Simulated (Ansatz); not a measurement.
# Decaying states in the gap of Ba2LaNbS6

A new crystal, Ba2LaNbS6: structure, gap and complex bands. It is built by putting S for O in the Ba2LaNbO6 structure of space group C2/m, with the volume rescaled by atomic radii. The parent structure comes from the Materials Project.

Main program and level: Ansatz 0.2.0; PBE DFT, plane waves, PAW files, in the first sound run; inputs show where later runs differ.

The structure was built from a prototype and need not be the compound's stable phase.

### 1. Starting point

The structure is monoclinic, space group C2/m (No. 12). The conventional cell has a = 11.511 Å, b = 6.664 Å, c = 6.740 Å, α = 90.00°, β = 124.97°, γ = 90.00°. Ba has 12 S at 2.97 to 3.79 Å nearest. Nearest to La lie 6 S at 2.59 to 2.60 Å. Nearest to Nb lie 6 S at 2.20 to 2.21 Å. Nearest to S lie 1 Nb at 2.21 Å and 1 La at 2.60 Å and 4 Ba at 2.97 to 3.79 Å. Nearest to S lie 1 Nb at 2.20 Å and 1 La at 2.59 Å and 4 Ba at 3.05 to 3.71 Å. It derives from Ba2LaNbO6. S for O in the Ba2LaNbO6 structure of space group C2/m. Farther neighbours and most contacts between anions are not listed.

### 2. Cell and atoms at rest

The substituted atoms don't fit the parent's cell, so cell and atoms relax together. A small smearing keeps the run stable in case the gap closes on the way.

input.yaml reads:

```yaml
crystal:
  lattice:
    - [5.755321933, -3.3321903747, 0.0]
    - [5.755321933, 3.3321903747, 0.0]
    - [-3.8629753187, 0.0, 5.5231311474]
  atoms:
    - { symbol: Ba, position: [0.753888, 0.753888, 0.761613] }
    - { symbol: Ba, position: [0.246112, 0.246112, 0.238387] }
    - { symbol: La, position: [0.0, 0.0, 0.5] }
    - { symbol: Nb, position: [0.5, 0.5, 0.0] }
    - { symbol: S, position: [0.272108, 0.272108, 0.703166] }
    - { symbol: S, position: [0.727892, 0.727892, 0.296834] }
    - { symbol: S, position: [0.771029, 0.305966, 0.811603] }
    - { symbol: S, position: [0.694034, 0.228971, 0.188397] }
    - { symbol: S, position: [0.228971, 0.694034, 0.188397] }
    - { symbol: S, position: [0.305966, 0.771029, 0.811603] }
kpoints:
  mp_grid: { grid: [4, 4, 4] }
scf:
  occupations: { method: gaussian, width: 0.03 }
hamiltonian:
  xc: pbe
output:
  forces: true
  stress: true
relax:
  f_tol: 0.02
  max_steps: 60
  cell: {}
```

Started as:

```bash
> ansatz run input.yaml --threads 2 --pin off --max-ram 4096MiB --backend cpu --events-out ev --progress --plain --runs-dir out
```

Numbers of over 12 decimals in the logs are rounded to 6 here.

The program printed:

```text
Engine: ansatz 0.2.0, aarch64-unknown-linux-gnu
Pseudopotentials: kind: paw
Pseudopotential: Ba, paw, valence charge 10, recommended cutoff 420 eV (normal), Ba.paw.azcp
Pseudopotential: La, paw, valence charge 11, recommended cutoff 420 eV (normal), La.paw.azcp
Pseudopotential: Nb, paw, valence charge 13, recommended cutoff 420 eV (normal), Nb.paw.azcp
Pseudopotential: S, paw, valence charge 6, recommended cutoff 420 eV (normal), S.paw.azcp
Functional definition: PBE
  parameter kappa = 0.804
  parameter beta = 0.066725
  exchange = pbe_x(kappa = kappa, mu = beta*pi^2/3)
  correlation = pbe_c(beta = beta)
Crystal: 10 atoms, lattice volume = 211.843 Å³
Basis set: ecut = 420 eV, 4143 PW (Γ), exchange–correlation on 90×90×96 points (8 copies of the dense FFT grid, shifted against one another)
Bands: 50, of which v1, the nominal top of the filled ones, is band 40 counted from 1 (39 counted from 0)
Symmetry: 4 space group operations
Space group: C2/m (ITA 12), of the structure as read, at distance tolerance 6.0e-5 Å
k-points: 24 of 64
Non-local potential: Ba, projectors of the file, l = 0: 3, l = 1: 2, l = 2: 2, l = 3: 2
Non-local potential: La, projectors of the file, l = 0: 3, l = 1: 2, l = 2: 2, l = 3: 3
Non-local potential: Nb, projectors of the file, l = 0: 3, l = 1: 2, l = 2: 2, l = 3: 1
Non-local potential: S, projectors of the file, l = 0: 2, l = 1: 2, l = 2: 2
PAW form: soft (Blöchl's): semilocal exchange-correlation on the pseudo side does not see the compensation charge
PAW one-centre angular grid: Ba, 194 points (default); XC on 64 Gauss nodes
PAW one-centre angular grid: La, 590 points (default); XC on 64 Gauss nodes
PAW one-centre angular grid: Nb, 590 points (default); XC on 64 Gauss nodes
PAW one-centre angular grid: S, 110 points (default); XC on 64 Gauss nodes
Initial density: superposition of atomic densities (neutral atoms: chi_scale 0, normalization atom), corrected by the library's trained network
Initial wavefunctions: pseudopotential atomic-orbital guess
Functional: x = pbe(κ = 0.804, μ = 0.219515), c = pbe(β = 0.066725)
SCF iter   1: F=—  HF=-28125.396752 eV  |F-HF|=—  |Δ(HF+E_count)|=         —  Δρ=3.74e-3  dr2=4.82e-2  ethr=1.77e-3  ⟨swp⟩=9.7  Hψ=6054  notcnv=0  defer=9
preconditioner: auto → Resta (q_TF=auto, 2.320 Å⁻¹)  ε∞=5.0  [insulator: Δε(μ)=0.412 eV  Ē_g=10.370 eV  σ=0.030 eV  W_gap=1.00  n_scr=58 (ndim 8)  ℏωp=20.7 eV  f_vac=0.000  D(μ)=0.00/eV (n_scr^D=0)  ε∞_Penn≈5.0]
SCF iter   2: F=—  HF=-28125.387144 eV  |F-HF|=—  |Δ(HF+E_count)|=   9.61e-3  Δρ=1.57e-3  dr2=7.19e-3  ethr=6.02e-5  ⟨swp⟩=3.0  Hψ=2343  notcnv=0  defer=102
SCF iter   3: F=—  HF=-28125.386762 eV  |F-HF|=—  |Δ(HF+E_count)|=   3.82e-4  Δρ=9.20e-4  dr2=1.59e-3  ethr=8.98e-6  ⟨swp⟩=2.0  Hψ=1837  notcnv=0  defer=102
SCF iter   4: F=—  HF=-28125.387092 eV  |F-HF|=—  |Δ(HF+E_count)|=   3.30e-4  Δρ=2.51e-4  dr2=2.25e-4  ethr=1.98e-6  ⟨swp⟩=2.2  Hψ=2021  notcnv=0  defer=102
SCF iter   5: F=—  HF=-28125.387097 eV  |F-HF|=—  |Δ(HF+E_count)|=   5.16e-6  Δρ=6.04e-5  dr2=9.12e-6  ethr=2.81e-7  ⟨swp⟩=2.0  Hψ=1544  notcnv=0  defer=102
SCF iter   6: F=—  HF=-28125.387081 eV  |F-HF|=—  |Δ(HF+E_count)|=   1.59e-5  Δρ=1.38e-5  dr2=8.81e-7  ethr=1.14e-8  ⟨swp⟩=2.3  Hψ=1989  notcnv=0  defer=102
SCF iter   7: F=-28125.387082 eV  HF=-28125.387082 eV  |F-HF|=1.63e-8  |Δ(HF+E_count)|=   2.77e-7  Δρ=2.93e-6  dr2=2.65e-8  ethr=1.25e-10  ⟨swp⟩=5.0  Hψ=5117  notcnv=0
SCF 1 converged in 7 iterations: F = -28125.387082 eV  dr2 = 2.65e-8
  greatest PAW one-centre occupation: 0.999 electrons in one spin orbital (limit 2), on the Nb atom at site 3 (counted from 0), in its partial waves of l = 0
relax step   1: F+E_penalty+E_count = -28125.38708172 eV  Δ(F+E_penalty+E_count) = +0.000e0 eV  max|allowed force component| = 2.765e0 eV/Å  Δτ_max = 0.0000 Å  P = +31.167 GPa  Ω = 211.843 Å³  (7 SCF iters, dr2 threshold 1.00e-7 eV, accepted)
Crystal: 10 atoms, lattice volume = 241.356 Å³
Basis set: ecut = 420 eV, 4725 PW (Γ), exchange–correlation on 90×90×96 points (8 copies of the dense FFT grid, shifted against one another)
Initial density: handed on by an earlier stage of this run
Initial wavefunctions: those handed on with the density
iter 1 solved again at ethr=2.96e-4 eV; its pass at ethr=3.10e-3 eV (dr2=2.36e-1 eV) is discarded
SCF iter   1: F=—  HF=-28129.746518 eV  |F-HF|=—  |Δ(HF+E_count)|=         —  Δρ=7.46e-3  dr2=2.37e-1  ethr=2.96e-4  ⟨swp⟩=3.0  Hψ=7881  notcnv=0
preconditioner: auto → Resta (q_TF=auto, 2.270 Å⁻¹)  ε∞=4.7  [insulator: Δε(μ)=0.732 eV  Ē_g=10.064 eV  σ=0.030 eV  W_gap=1.00  n_scr=58 (ndim 8)  ℏωp=19.4 eV  f_vac=0.002  D(μ)=0.00/eV (n_scr^D=0)  ε∞_Penn≈4.7]
SCF iter   2: F=—  HF=-28129.696605 eV  |F-HF|=—  |Δ(HF+E_count)|=   4.99e-2  Δρ=3.95e-3  dr2=5.51e-2  ethr=2.96e-4  ⟨swp⟩=6.6  Hψ=2682  notcnv=0  defer=22
SCF iter   3: F=—  HF=-28129.687525 eV  |F-HF|=—  |Δ(HF+E_count)|=   9.08e-3  Δρ=8.08e-4  dr2=1.89e-3  ethr=6.89e-5  ⟨swp⟩=5.1  Hψ=2667  notcnv=0  defer=64
SCF iter   4: F=—  HF=-28129.688203 eV  |F-HF|=—  |Δ(HF+E_count)|=   6.78e-4  Δρ=2.37e-4  dr2=1.84e-4  ethr=2.36e-6  ⟨swp⟩=2.2  Hψ=2261  notcnv=0  defer=91
SCF iter   5: F=—  HF=-28129.688246 eV  |F-HF|=—  |Δ(HF+E_count)|=   4.33e-5  Δρ=5.80e-5  dr2=1.18e-5  ethr=2.30e-7  ⟨swp⟩=2.0  Hψ=2019  notcnv=0  defer=93
SCF iter   6: F=-28129.688261 eV  HF=-28129.688261 eV  |F-HF|=2.83e-7  |Δ(HF+E_count)|=   1.46e-5  Δρ=1.30e-5  dr2=7.33e-7  ethr=1.25e-9  ⟨swp⟩=6.8  Hψ=5647  notcnv=0
SCF 2 converged in 6 iterations: F = -28129.688261 eV  dr2 = 7.33e-7
relax step   2: F+E_penalty+E_count = -28129.68826133 eV  Δ(F+E_penalty+E_count) = -4.301e0 eV  max|allowed force component| = 4.774e-1 eV/Å  Δτ_max = 0.0608 Å  P = +10.844 GPa  Ω = 241.356 Å³  energy of the carried Pulay correction = -1.699e-3 eV  (6 SCF iters, dr2 threshold 1.00e-6 eV, accepted)
Crystal: 10 atoms, lattice volume = 268.005 Å³
Basis set: ecut = 420 eV, 5201 PW (Γ), exchange–correlation on 90×90×96 points (8 copies of the dense FFT grid, shifted against one another)
iter 1 solved again at ethr=1.05e-3 eV; its pass at ethr=3.10e-3 eV (dr2=8.38e-1 eV) is discarded
SCF iter   1: F=—  HF=-28130.801738 eV  |F-HF|=—  |Δ(HF+E_count)|=         —  Δρ=7.94e-3  dr2=8.40e-1  ethr=1.05e-3  ⟨swp⟩=2.1  Hψ=8177  notcnv=0
preconditioner: auto → Resta (q_TF=auto, 2.230 Å⁻¹)  ε∞=4.6  [insulator: Δε(μ)=0.677 eV  Ē_g=9.730 eV  σ=0.030 eV  W_gap=1.00  n_scr=58 (ndim 8)  ℏωp=18.4 eV  f_vac=0.004  D(μ)=0.00/eV (n_scr^D=0)  ε∞_Penn≈4.6]
SCF iter   2: F=—  HF=-28130.664220 eV  |F-HF|=—  |Δ(HF+E_count)|=   1.38e-1  Δρ=3.61e-3  dr2=1.03e-1  ethr=1.05e-3  ⟨swp⟩=4.9  Hψ=3517  notcnv=0  defer=109
[...]
relax step   3: F+E_penalty+E_count = -28130.64862992 eV  Δ(F+E_penalty+E_count) = -9.604e-1 eV  max|allowed force component| = 5.510e-1 eV/Å  Δτ_max = 0.0999 Å  P = +1.888 GPa  Ω = 268.005 Å³  energy of the carried Pulay correction = -3.056e-3 eV  (7 SCF iters, dr2 threshold 1.00e-6 eV, accepted)
[...]
relax step   4: F+E_penalty+E_count = -28130.74995803 eV  Δ(F+E_penalty+E_count) = -1.013e-1 eV  max|allowed force component| = 1.482e-1 eV/Å  Δτ_max = 0.0373 Å  P = +0.256 GPa  Ω = 272.740 Å³  energy of the carried Pulay correction = -3.281e-3 eV  (6 SCF iters, dr2 threshold 1.00e-6 eV, accepted)
[...]
relax step   5: F+E_penalty+E_count = -28130.76215620 eV  Δ(F+E_penalty+E_count) = -1.220e-2 eV  max|allowed force component| = 7.109e-2 eV/Å  Δτ_max = 0.0695 Å  P = -0.018 GPa  Ω = 273.181 Å³  energy of the carried Pulay correction = -3.302e-3 eV  (6 SCF iters, dr2 threshold 1.00e-6 eV, accepted)
[...]
relax step   6: F+E_penalty+E_count = -28130.76551513 eV  Δ(F+E_penalty+E_count) = -3.359e-3 eV  max|allowed force component| = 1.373e-2 eV/Å  Δτ_max = 0.0206 Å  P = +0.005 GPa  Ω = 273.187 Å³  energy of the carried Pulay correction = -3.302e-3 eV  (6 SCF iters, dr2 threshold 3.16e-7 eV, accepted)
[...]
relax step   7: F+E_penalty+E_count = -28130.77621055 eV  Δ(F+E_penalty+E_count) = -1.070e-2 eV  max|allowed force component| = 1.419e-2 eV/Å  Δτ_max = 0.0000 Å  P = +0.078 GPa  Ω = 273.187 Å³  stress off target by 1.01e-1 GPa  SCF on the basis re-selected at this cell (its energy is not comparable with the rows above)  (6 SCF iters)
[...]
relax step   8: F+E_penalty+E_count = -28130.77633558 eV  Δ(F+E_penalty+E_count) = -1.250e-4 eV  max|allowed force component| = 5.151e-3 eV/Å  Δτ_max = 0.0024 Å  P = -0.015 GPa  Ω = 273.625 Å³  energy of the carried Pulay correction = -1.329e-5 eV  (6 SCF iters, dr2 threshold 2.56e-8 eV, accepted)
iter 1 solved again at ethr=4.70e-7 eV; its pass at ethr=3.10e-3 eV (dr2=3.76e-4 eV) is discarded
SCF iter   1: F=—  HF=-28130.776626 eV  |F-HF|=—  |Δ(HF+E_count)|=         —  Δρ=2.92e-6  dr2=3.91e-9  ethr=4.70e-7  ⟨swp⟩=3.0  Hψ=8933  notcnv=0
eigensolver tolerance schedule: the retry pair's looser diagonalisation over-reported the residual by 96092.92 of it (diagonalisation noise at an unbounded share of the residual, at the tolerance the schedule requests for it); recorded, not acted on — ethr = c·dr2/N_el stays at c = 1.0e-1
preconditioner: auto → Resta (q_TF=auto, 2.223 Å⁻¹)  ε∞=4.8  [insulator: Δε(μ)=0.798 eV  Ē_g=9.413 eV  σ=0.030 eV  W_gap=1.00  n_scr=58 (ndim 8)  ℏωp=18.2 eV  f_vac=0.003  D(μ)=0.00/eV (n_scr^D=0)  ε∞_Penn≈4.8]
SCF iter   2: F=—  HF=-28130.776350 eV  |F-HF|=—  |Δ(HF+E_count)|=   2.76e-4  Δρ=1.48e-6  dr2=1.45e-9  ethr=4.89e-12  ⟨swp⟩=4.0  Hψ=3957  notcnv=0
SCF iter   3: F=—  HF=-28130.776350 eV  |F-HF|=—  |Δ(HF+E_count)|=   6.61e-8  Δρ=8.56e-7  dr2=4.63e-10  ethr=1.81e-12  ⟨swp⟩=2.0  Hψ=1512  notcnv=0
iter 4 did not close the SCF: its close was put off for the readings that it lacked (scf_convergence_deferred on its scf_iter line)
SCF iter   4: F=-28130.776350 eV  HF=-28130.776350 eV  |F-HF|=1.42e-10  |Δ(HF+E_count)|=   3.39e-8  Δρ=1.11e-7  dr2=5.17e-11  ethr=1.00e-12  ⟨swp⟩=2.0  Hψ=1729  notcnv=0
iter 5 did not close the SCF: its close was put off for the readings that it lacked (scf_convergence_deferred on its scf_iter line)
SCF iter   5: F=-28130.776350 eV  HF=-28130.776350 eV  |F-HF|=1.46e-11  |Δ(HF+E_count)|=  1.38e-10  Δρ=6.93e-8  dr2=1.65e-11  ethr=1.00e-12  ⟨swp⟩=1.0  Hψ=1200  notcnv=0
iter 6 did not close the SCF: its close was put off for the readings that it lacked (scf_convergence_deferred on its scf_iter line)
SCF iter   6: F=-28130.776350 eV  HF=-28130.776350 eV  |F-HF|=7.28e-12  |Δ(HF+E_count)|=  2.91e-11  Δρ=2.73e-8  dr2=2.49e-12  ethr=1.00e-12  ⟨swp⟩=1.0  Hψ=1200  notcnv=0
iter 7 did not close the SCF: its close was put off for the readings that it lacked (scf_convergence_deferred on its scf_iter line)
SCF iter   7: F=-28130.776350 eV  HF=-28130.776350 eV  |F-HF|=0.00e0  |Δ(HF+E_count)|=  3.64e-12  Δρ=1.13e-8  dr2=4.02e-13  ethr=1.00e-12  ⟨swp⟩=1.0  Hψ=1200  notcnv=0
SCF iter   8: F=-28130.776350 eV  HF=-28130.776350 eV  |F-HF|=0.00e0  |Δ(HF+E_count)|=    0.00e0  Δρ=2.59e-9  dr2=1.81e-14  ethr=1.00e-12  ⟨swp⟩=3.0  Hψ=3436  notcnv=0
SCF 9 converged in 8 iterations: F = -28130.776350 eV  dr2 = 1.81e-14
relax step   9: F+E_penalty+E_count = -28130.77635027 eV  Δ(F+E_penalty+E_count) = -1.469e-5 eV  max|allowed force component| = 5.145e-3 eV/Å  Δτ_max = 0.0000 Å  P = -0.015 GPa  Ω = 273.625 Å³  stress off target by 3.15e-2 GPa  SCF on the basis re-selected at this cell (its energy is not comparable with the rows above)  (8 SCF iters)
basis re-selected at this cell: Δ(F+E_penalty+E_count) = -1.469e-5 eV, ΔP = -0.000 GPa vs the last step (what re-selecting the basis moved, of the pressure what is left beyond the Pulay correction that the steps carried, after the strain that the cell walked since its last selection, with what the two solves' SCF thresholds leave and, on support functions, any second-order correction that the steps lacked; it is no m [...]
SCF converged after 8 iterations
Free energy (F): -28130.776350 eV
Harris-Foulkes:  -28130.776350 eV  (|F-HF|=0.00e0)
Internal energy: -28130.776350 eV  (E = F + TS)
E sigma→0 (E₀):  -28130.776350 eV
Fermi energy:    7.146067 eV
--- Per-component energies (eV) ---
  E_band       = -360.939435
  E_kinetic    = 1562.121592
  E_local      = -3096.272769  (includes V_loc(G=0)·N_el)
  E_nonlocal   = 496.667727
  E_hartree    = 1053.626954
  E_xc         = -1236.110192
  E_vxc        = -1159.169526  (∫ρ·V_xc dr)
  E_paw        = -22542.792708  (= ΣΔE_a)
  E_vpaw       = -271.540376  (= ΣTr[D̂ρ^β])
  E_aug_tail   = 0.000012  (compensation charges beyond the density's cutoff)
  E_ewald      = -4368.016966
  E_smearing   = -0.000000  (= −TS)
  E_closure    = 0.000000  (closes the sum)
  Σ components = -28130.776350   (vs F -28130.776350, Δ=0.00e0)
--- Forces (eV/Å), atoms counted from 1 ---
  atom   1  Ba     0.00017034     0.00000000    -0.00018784
  atom   2  Ba    -0.00017034     0.00000000     0.00018784
  atom   3  La    -0.00000000     0.00000000     0.00000000
  atom   4  Nb     0.00000000     0.00000000     0.00000000
  atom   5  S      0.00514531     0.00000000     0.00183277
  atom   6  S     -0.00514531     0.00000000    -0.00183277
  atom   7  S      0.00308530    -0.00395424    -0.00218540
  atom   8  S     -0.00308530    -0.00395424     0.00218540
  atom   9  S     -0.00308530     0.00395424     0.00218540
  atom  10  S      0.00308530     0.00395424    -0.00218540
  max |Σ_I F_I| component: 0.00e0 eV/Å
--- Stress (GPa, compression-positive) ---
       -0.006746       0.000000      -0.003233
        0.000000      -0.007497       0.000000
       -0.003233       0.000000      -0.031027
  P = ⅓ Tr σ = -0.0151 GPa (-0.151 kbar)
--- Relaxed structure (7 steps of the walk, 7 accepted, 2 SCFs on fresh bases) ---
  F+E_penalty+E_count = -28130.77635027 eV   max|allowed force component| = 5.145e-3 eV/Å   (the final SCF, on the basis selected at the relaxed cell)
  cell:  # Å, volume = 273.6253 Å³
    - [6.197770, -3.607933, -0.012763]
    - [6.197770, 3.607933, -0.012763]
    - [-4.172194, -2.010998882124135e-16, 6.126913]
  atoms:
    - { symbol: Ba, position: [0.756236, 0.756236, 0.771681] }
    - { symbol: Ba, position: [0.243764, 0.243764, 0.228319] }
    - { symbol: La, position: [-2.7755575615628914e-17, -2.7755575615628914e-17, 0.5] }
    - { symbol: Nb, position: [0.5, 0.5, -4.336808689942018e-19] }
    - { symbol: S, position: [0.270532, 0.270532, 0.681040] }
    - { symbol: S, position: [0.729468, 0.729468, 0.318960] }
    - { symbol: S, position: [0.789869, 0.313525, 0.821846] }
    - { symbol: S, position: [0.686475, 0.210131, 0.178154] }
    - { symbol: S, position: [0.210131, 0.686475, 0.178154] }
    - { symbol: S, position: [0.313525, 0.789869, 0.821846] }
```

It took 65 s on 2 threads of Arm Neoverse V2, shared host; peak memory 0.77 GiB.

Step by step:

```tsv
step	energy less that of the first step (eV)	largest force component (eV/Å)	pressure (GPa)	volume (Å³)
1	0.0000	2.7647	31.17	211.84
2	-4.3012	0.4774	10.84	241.36
3	-5.2615	0.5510	1.89	268.01
4	-5.3629	0.1482	0.26	272.74
5	-5.3751	0.0711	-0.02	273.18
6	-5.3784	0.0137	0.01	273.19
7*	-5.3891	0.0142	0.08	273.19
8	-5.3893	0.0052	-0.01	273.63
9*	-5.3893	0.0051	-0.02	273.63
```

Relaxation steps marked * repeat the geometry before them on a plane-wave basis chosen anew for their cell, so energy and pressure can jump there.

Forces are held to the 4 operations that the run works with; a distortion that breaks them can't arise in this run.

```tsv
cell as run	before	after	change
a (Å)	6.650	7.171	+7.8 %
b (Å)	6.650	7.171	+7.8 %
c (Å)	6.740	7.413	+10.0 %
α (°)	119.74	119.20	-0.4 %
β (°)	119.74	119.20	-0.4 %
γ (°)	60.14	60.41	+0.4 %
volume (Å³/atom)	21.18	27.36	+29.2 %
```

The atoms that moved most (Å, as changes of fractional coordinates times the final cell):

```tsv
atom	dx	dy	dz	length
S6	-0.073	0.000	0.136	0.154
S5	0.073	0.000	-0.136	0.154
S8	-0.121	-0.041	-0.062	0.142
S9	-0.121	0.041	-0.062	0.142
S10	0.121	0.041	0.062	0.142
S7	0.121	-0.041	0.062	0.142
Ba1	-0.013	0.000	0.062	0.063
Ba2	0.013	0.000	-0.062	0.063
```

Numbers from this step:

```
free energy  : -28130.7764 eV
Fermi energy : 7.146 eV
pressure     : -0.01509 GPa
```

The largest force component on a free atom ends at 0.0051 eV/Å.

### 3. The bulk crystal and its band edges

The energy window and the wavevectors of the next steps follow from the band edges, so these are searched first, off the mesh as well.

input.yaml reads:

```yaml
crystal:
  lattice:
    - [6.1977695486, -3.6079331376, -0.0127628988]
    - [6.1977695486, 3.6079331376, -0.0127628988]
    - [-4.1721944038, 0.0, 6.1269134018]
  atoms:
    - { symbol: Ba, position: [0.756236374, 0.756236374, 0.7716807381] }
    - { symbol: Ba, position: [0.243763626, 0.243763626, 0.2283192619] }
    - { symbol: La, position: [0.0, 0.0, 0.5] }
    - { symbol: Nb, position: [0.5, 0.5, 0.0] }
    - { symbol: S, position: [0.2705317878, 0.2705317878, 0.6810397901] }
    - { symbol: S, position: [0.7294682122, 0.7294682122, 0.3189602099] }
    - { symbol: S, position: [0.7898694363, 0.3135249978, 0.821846137] }
    - { symbol: S, position: [0.6864750022, 0.2101305637, 0.178153863] }
    - { symbol: S, position: [0.2101305637, 0.6864750022, 0.178153863] }
    - { symbol: S, position: [0.3135249978, 0.7898694363, 0.821846137] }
kpoints:
  mp_grid: { grid: [4, 4, 4] }
  band_path: { path: [VBM, CBM], npoints: 30 }
scf:
  occupations: { method: fixed }
hamiltonian:
  xc: pbe
output:
  eigenvalues: true
  write_potential: true
  write_density: true
  volumetric_format: npy
```

The program printed:

```text
[...]
Crystal: 10 atoms, lattice volume = 273.625 Å³
Basis set: ecut = 420 eV, 5317 PW (Γ)
Bands: 50, of which v1, the nominal top of the filled ones, is band 40 counted from 1 (39 counted from 0)
Symmetry: 4 space group operations
[...]
k-points: 24 of 64
[...]
SCF iter   1: F=—  HF=-28130.773766 eV  |F-HF|=—  |Δ(HF+E_count)|=         —  Δρ=2.06e-3  dr2=1.71e-2  ethr=1.77e-3  ⟨swp⟩=5.2  Hψ=4036  notcnv=0  defer=178
[...]
SCF iter   7: F=-28130.776405 eV  HF=-28130.776405 eV  |F-HF|=2.95e-8  |Δ(HF+E_count)|=   5.53e-7  Δρ=3.74e-6  dr2=6.74e-8  ethr=1.25e-10  ⟨swp⟩=12.7  Hψ=6518  notcnv=0
SCF 1 converged in 7 iterations: F = -28130.776405 eV  dr2 = 6.74e-8
[...]
NSCF: frozen V_eff on 68 k-points
[...]
SCF converged after 7 iterations
Free energy (F): -28130.776405 eV
[...]
Internal energy: -28130.776405 eV  (E = F + TS)
E sigma→0 (E₀):  -28130.776405 eV
Fermi energy:    6.747244 eV
[...]
--- Band table (eV; the first three rows and the last of 24) ---
  k-point 0: bands = [... 36 lower, 6.3948, 6.4966, 6.6032, 6.6485, 7.6459, 7.7646, 7.8609, 9.5137, ... 6 higher]
  k-point 1: bands = [... 36 lower, 6.3825, 6.4635, 6.5617, 6.5856, 7.8826, 7.9633, 8.1344, 9.8609, ... 6 higher]
  k-point 2: bands = [... 36 lower, 6.2730, 6.4831, 6.5371, 6.6858, 8.1021, 8.1467, 8.3417, 10.1512, ... 6 higher]
  k-point 23: bands = [... 36 lower, 6.3002, 6.3519, 6.3578, 6.5186, 8.0244, 8.2797, 8.4080, 10.1030, ... 6 higher]
```

It took 48 s on 2 threads; peak memory 0.79 GiB; 94 s of CPU time.

Numbers from this step:

```
Fermi energy        : 6.747 eV
gap on the k-mesh   : 0.7977 eV
gap on path         : 0.7977 eV, by band count; negative where bands overlap
direct gap on path  : 0.7977 eV
edge places on path : 0, 0 1/A along the path
```

Levels at VBM (eV): -3.73, -3.42, -3.39, -3.31, -2.48, -2.43, -2.22, -2.22, -1.97, -1.55, -1.27, -1.06, -1.05, -0.95, -0.79, -0.55, -0.35, 0.00, 0.80, 1.65, 1.88, 3.28, 3.47, 3.59, 3.60, 3.62, 3.64, 3.69.

The searched edges give 0.798 eV, as on the mesh.

[end of part 1 of 2]

[Logs are printed without paths, hosts, clocks, repeated set-up lines and the standing remarks that a program may print on its own settings, such as how far it seeks lower states.]

[Hosts, paths, dates, database ids (printed as entryN), source tags and the programs' standing remarks are cut or masked in the printed files.]
